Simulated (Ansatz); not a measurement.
# Is ZrAlIn in the AlB2 type a stable metal?, part 3 of 3

The plan: relax ZrAlIn in the AlB2 type, check its phonons, and, if the lattice is stable, compute its Eliashberg function and ρ(T).

Ansatz 0.2.0; DFT PBEsol, scalar-relativistic, plane waves, PAW; PAW set soft_1.

So far, highest frequency, solved or plainly interpolated (cm⁻¹): step 5 (lattice stability: q 2×2×2, k 4×4×6) 326. Also lowest on path (cm⁻¹): step 5 -84.0. The relaxed cell has a = 4.631, c = 3.176 Å (conventional setting).

The structure was built from a prototype and need not be the compound's stable phase.

**6. Phonons by linear response: q 3×3×2, k 6×6×8**

An imaginary mode on so few k-points may come from the sampling, so the phonons are repeated with another q and k mesh.

input.yaml

```yaml
crystal:
  lattice:
    - [4.6309198704, 0.0, 0.0]
    - [-2.3154599352, 4.0104942507, 0.0]
    - [0.0, 0.0, 3.1763170811]
  atoms:
    - { symbol: Zr, position: [0.0, 0.0, 0.0] }
    - { symbol: Al, position: [0.3333333333, 0.6666666667, 0.5] }
    - { symbol: In, position: [0.6666666667, 0.3333333333, 0.5] }
kpoints:
  mp_grid: { grid: [6, 6, 8] }
hamiltonian:
  xc: pbesol
  pseudopotentials: { kind: paw, azcp: { folder: soft_1 }, xc_functional: pbe }
scf:
  occupations: { method: methfessel_paxton, width: 0.2 }
output:
  eigenvalues: true
phonons:
  method: dfpt
  qmesh: [3, 3, 2]
  temperatures: { t_max: 1000, t_step: 50 }
  qpath:
    path:
      - [[0.0, 0.0, 0.0], [0.5, 0.0, 0.0], [0.33333333, 0.33333333, 0.0], [0.0, 0.0, 0.0], [0.0, 0.0, 0.5], [0.5, 0.0, 0.5], [0.33333333, 0.33333333, 0.5], [0.0, 0.0, 0.5]]
      - [[0.5, 0.0, 0.5], [0.5, 0.0, 0.0]]
      - [[0.33333333, 0.33333333, 0.5], [0.33333333, 0.33333333, 0.0]]
    npoints: 10
```

Run with:

```console
> ansatz run input.yaml --threads 4 --pin off --max-ram 12288MiB --backend cpu --events-out ev --progress --plain --runs-dir out
```

Numbers of over 12 decimals in the logs are rounded to 6 here.

Output:

```text
[...]
Crystal: 3 atoms, lattice volume = 58.991 Å³
Basis set: ecut = 420 eV, 1169 PW (Γ), exchange–correlation on 64×64×48 points (8 copies of the dense FFT grid, shifted against one another)
Bands: 18, of which v1, the nominal top of the filled ones, is band 14 counted from 1 (13 counted from 0)
Symmetry: 12 space group operations
k-points: 35 of 288 (time reversal used)
[...]
SCF iter   1: F=—  HF=-10180.379448 eV  |F-HF|=—  |Δ(HF+E_count)|=         —  Δρ=4.51e-2  dr2=2.82e0  ethr=3.10e-3  ⟨swp⟩=5.1  Hψ=3115  notcnv=0
[...]
SCF iter  10: F=-10179.469346 eV  HF=-10179.469346 eV  |F-HF|=0.00e0  |Δ(HF+E_count)|=  5.46e-12  S|Δr|=    0.00e0  Δρ=2.92e-8  dr2=5.49e-13  ethr=1.00e-12  ⟨swp⟩=5.2  Hψ=2495  notcnv=0
the search or the solves at the SCF's close seem to have found levels that the self-consistency loop had missed (the run counts 1). By its estimate they hold under 1e-12 electrons; where the run keeps them, the occupations were computed again with them
SCF 1 converged in 10 iterations: F = -10179.469346 eV  dr2 = 5.49e-13
[...]
SCF iter   3: F=-10179.469346 eV  HF=-10179.469346 eV  |F-HF|=3.64e-12  |Δ(HF+E_count)|=  7.28e-12  S|Δr|=    0.00e0  Δρ=5.96e-8  dr2=1.20e-12  ethr=1.00e-12  ⟨swp⟩=1.0  Hψ=1400  notcnv=0
SCF 2 converged in 3 iterations: F = -10179.469346 eV  dr2 = 1.20e-12
[...]
SCF converged after 10 iterations
[...]
Free energy (F): -10179.469346 eV
[...]
Internal energy: -10179.468652 eV  (E = F + TS)
E sigma→0 (E₀):  -10179.469173 eV
Entropy (-TS):   -0.000693 eV (-0.231 meV/atom)
Fermi energy:    12.807441 eV
[...]
--- Band table (eV; the first three rows and the last of 35) ---
  k-point 0: bands = [... 10 lower, 9.6191, 9.6191, 11.1814, 11.8638, 14.2374, 14.2374, 15.1874, 15.1874]
  k-point 1: bands = [... 10 lower, 9.8533, 9.8533, 11.3912, 12.0874, 13.2706, 13.2706, 15.4833, 16.2417]
  k-point 2: bands = [... 10 lower, 10.5311, 10.5311, 10.8933, 12.1922, 12.1922, 12.6926, 14.7702, 16.3134]
  k-point 34: bands = [... 10 lower, 7.4658, 9.8870, 10.1792, 10.7443, 13.1824, 14.5867, 14.7826, 15.1496]
[...]
ASR residual: 1.400e-5 → 0.000e0 eV/Å²; symmetrization residual: 8.303e-6 eV/Å²
  ASR residual per site (eV/Å²): 1.17e-5 9.02e-6 1.40e-5
  Γ frequencies (cm⁻¹): 0.00 0.00 0.00 79.01 160.29 161.97 161.97 287.58 287.58
--- Phonons (arbitrary-q DFPT): 6 irreducible q on the 3×3×2 mesh ---
[...]
interpolated dispersion: 93 rows × 9 modes
[...]
```

Wall time 64 s (4 threads of Intel Xeon Platinum 8488C (Sapphire Rapids), shared host); peak memory 0.68 GiB.

This step gave:

```
share of imaginary modes in the plain interpolation between solved wavevectors : 0.0523
highest frequency, solved or plainly interpolated                              : 329.1 cm⁻¹
```

Solved on the 3×3×2 mesh alone; all other wavevectors are interpolated. Phonon branches along the path, in cm⁻¹:

| point | branch 1 | branch 2 | branch 3 | branch 4 | branch 5 | branch 6 | branch 7 | branch 8 | branch 9 |
| --- | --- | --- | --- | --- | --- | --- | --- | --- | --- |
| Γ | 0 | 0 | 0 | 79 | 160 | 162 | 162 | 288 | 288 |
| halfway | -33 | 56 | 65 | 95 | 134 | 139 | 160 | 291 | 296 |
| M | -30 | 70 | 75 | 106 | 123 | 148 | 150 | 287 | 304 |
| halfway | 28 | 71 | 72 | 96 | 125 | 148 | 163 | 286 | 303 |
| K | 60 | 65 | 72 | 85 | 129 | 144 | 176 | 284 | 303 |
| halfway | -29 | 60 | 68 | 100 | 124 | 142 | 159 | 291 | 298 |
| Γ | 0 | 0 | 0 | 79 | 160 | 162 | 162 | 288 | 288 |
| halfway | 79 | 79 | 87 | 128 | 161 | 161 | 186 | 299 | 299 |
| A | 99 | 116 | 116 | 156 | 156 | 177 | 210 | 309 | 309 |
| halfway | 81 | 109 | 114 | 122 | 147 | 197 | 206 | 309 | 312 |
| L | -70 | 104 | 122 | 133 | 134 | 199 | 204 | 312 | 315 |
| halfway | -69 | 76 | 97 | 144 | 158 | 196 | 204 | 305 | 324 |
| H | -62 | -16 | 93 | 152 | 169 | 193 | 202 | 302 | 329 |
| halfway | 71 | 99 | 105 | 128 | 151 | 197 | 206 | 306 | 316 |
| A | 99 | 116 | 116 | 156 | 156 | 177 | 210 | 309 | 309 |
| jump to L | -70 | 104 | 122 | 133 | 134 | 199 | 204 | 312 | 315 |
| halfway | -51 | 72 | 106 | 120 | 132 | 174 | 181 | 300 | 310 |
| M | -30 | 70 | 75 | 106 | 123 | 148 | 150 | 287 | 304 |
| jump to H | -62 | -16 | 93 | 152 | 169 | 193 | 202 | 302 | 329 |
| halfway | -32 | -26 | 88 | 140 | 145 | 176 | 183 | 293 | 316 |
| K | 60 | 65 | 72 | 85 | 129 | 144 | 176 | 284 | 303 |

The phonon branches as a text plot (rows in cm⁻¹):

```
    321 |                            **********   **      ****
    304 |   **********       ******************************** ***
    287 |********************                         ****   ****
    271 |
    254 |
    238 |
    221 |
    204 |                      *********************      *
    188 |                    **  ***     ***   **  ***    ****
    171 |        ***       **  **         **     *   **   *  ****
    154 |********   *****************   **********     ****** **
    138 |  ***   ***  **      *   *  ****   **  * *****      ****
    121 |   **********       *  ********      ************    *
    104 |   *****   **      *  **********   **************     *
     88 |***     ***  *** *****     *   **** *      *  ** *******
     71 |   **********   * ***           *  * *      *   *
     55 |  **     **  **   *                          * *      **
     38 |        *     *                     *         *      **
     21 |**     *   *   * *                *           *      *
      5 |                *                *
    -12 |**             *            *                    *
    -29 |  *****     ***                                ** ***
    -45 |                                   *        **    **
    -62 |                             ******      ***     *
         Γ     M  K      Γ       A     L  H     A|L     M|H     K
```

Lowest modes at the softest wavevector of the mesh. The modes at q = (-0.333, -0.333, 0.500) (shares of kinetic energy by element, %) (negative means imaginary):

| mode | frequency (cm⁻¹) | Zr % | Al % | In % |
| --- | --- | --- | --- | --- |
| 1 | -61.5 | 52 | 48 | 0 |
| 2 | -16.4 | 55 | 0 | 45 |
| 3 | 92.7 | 3 | 12 | 85 |
| 4 | 152.1 | 0 | 0 | 100 |
| 5 | 168.8 | 45 | 0 | 55 |
| 6 | 192.6 | 48 | 52 | 0 |

Displacements in mode 1 (-61.5 cm⁻¹), the largest set to 1, in the home cell (x, y, z of the real part, then of the imaginary part):
```
Zr1 0.00 0.40 0.00 0.40 0.00 0.00
Al2 0.00 0.00 1.00 0.00 0.00 0.00
In3 0.00 0.00 0.00 0.00 0.00 0.00
```

Displacements in mode 2 (-16.4 cm⁻¹), the largest set to 1, in the home cell (x, y, z of the real part, then of the imaginary part):
```
Zr1  0.76  0.44  0.00 -0.44  0.76  0.00
Al2  0.00  0.00  0.00  0.00  0.00  0.00
In3  0.00  0.00  1.00  0.00  0.00  0.00
```

The modes has structure finer than the step of the table below, so its rows give means over 20 cm⁻¹, whole bins alone (the curve runs from -80.1 to 349 cm⁻¹). Peaks (cm⁻¹: height): Al 100.6: 0.0140, 305.6: 0.0760; In 52.1: 0.0119, 100.6: 0.0388, 124.9: 0.0257, 305.6: 0.00939; Zr -23.4: 0.00608, 52.1: 0.0120, 151.9: 0.0337, 203.1: 0.0250.

Phonopy on the run's constants, 15x15x17 mesh, Gaussian sigma 3.1 cm⁻¹. Table of modes by wavenumber; means over each step; values in 1/cm⁻¹/cell:

| wavenumber (cm⁻¹) | Al | In | Zr |
| --- | --- | --- | --- |
| -60 | 0.00221 | 0.00122 | 0.00421 |
| -40 | 0.00152 | 0.00173 | 0.00408 |
| -20 | 6.9e-4 | 0.00283 | 0.00430 |
| 0 | 1.9e-4 | 5.2e-4 | 8.1e-4 |
| 20 | 0.00121 | 0.00378 | 0.00570 |
| 40 | 0.00181 | 0.00839 | 0.0104 |
| 60 | 0.00170 | 0.00979 | 0.00897 |
| 80 | 0.00352 | 0.0148 | 0.00822 |
| 100 | 0.0122 | 0.0332 | 0.00765 |
| 120 | 0.00979 | 0.0214 | 0.0106 |
| 140 | 0.00607 | 0.0229 | 0.0210 |
| 160 | 0.00717 | 0.0109 | 0.0241 |
| 180 | 0.00771 | 0.00490 | 0.0164 |
| 200 | 0.00601 | 0.00342 | 0.0209 |
| 220 | 2.9e-5 | 5.0e-5 | 6.6e-4 |
| 240 | 0 | 0 | 0 |
| 260 | 0 | 0 | 0 |
| 280 | 0.00914 | 5.7e-4 | 2.0e-4 |
| 300 | 0.0589 | 0.00650 | 0.00113 |
| 320 | 0.0199 | 0.00301 | 4.9e-4 |

No LO-TO term; unit eigenvectors of the mass-weighted matrix. Modes at Γ, with each element's share of the kinetic energy:

| mode | frequency (cm⁻¹) | symmetry | Zr % | Al % | In % |
| --- | --- | --- | --- | --- | --- |
| 1 | 0.0 | unnamed | 39 | 12 | 49 |
| 2 | 0.0 | unnamed | 39 | 12 | 49 |
| 3 | 0.0 | unnamed | 39 | 12 | 49 |
| 4 | 79.0 | A2'' | 15 | 41 | 43 |
| 5 | 160.3 | A2'' | 46 | 47 | 7 |
| 6 | 162.0 | E' | 60 | 2 | 38 |
| 7 | 162.0 | E' | 60 | 2 | 38 |
| 8 | 287.6 | E' | 1 | 86 | 13 |
| 9 | 287.6 | E' | 1 | 86 | 13 |

Displacements in mode 4 (79.0 cm⁻¹), the largest set to 1:
```
Zr1  0.00  0.00 -0.33
Al2  0.00  0.00 -1.00
In3  0.00  0.00  0.50
```

Displacements in mode 7 (162.0 cm⁻¹), the largest set to 1:
```
Zr1  0.00  1.00  0.00
Al2  0.00 -0.35  0.00
In3  0.00 -0.71  0.00
```

Among the solved wavevectors the lowest mode, translations apart, is -61.5 cm⁻¹, imaginary.

**7. Summary of results**

```
phonon run of the rows without a label of their own : PBEsol, q 3×3×2, k 6×6×8
softest mode on the q mesh                          : -61.5 cm⁻¹ at q = (-0.333, -0.333, 0.5)
highest frequency, solved or plainly interpolated   : 329 cm⁻¹
```

What this shows: The lattice is dynamically unstable at this level: a mode at q = (-0.333, -0.333, 0.5) is imaginary, 61.5i cm⁻¹, so no harmonic coupling constant or resistivity is defined for this structure. These meshes are coarse, and single modes of a metal can move by tens of cm⁻¹ with the k mesh. The coarser mesh found an imaginary mode at another wavevector, which this mesh lacks. The phonon runs are not spin-polarised. The PAW files were made for PBE; under other functionals the run regenerates their frozen core. The structure was built by hand as an ordered model, and its stability against other phases was not tested.

[Logs are printed without paths, hosts, clocks, repeated set-up lines and the standing remarks that a program may print on its own settings, such as how far it seeks lower states.]

[Hosts, paths, dates, database ids (printed as entryN), source tags and the programs' standing remarks are cut or masked in the printed files.]
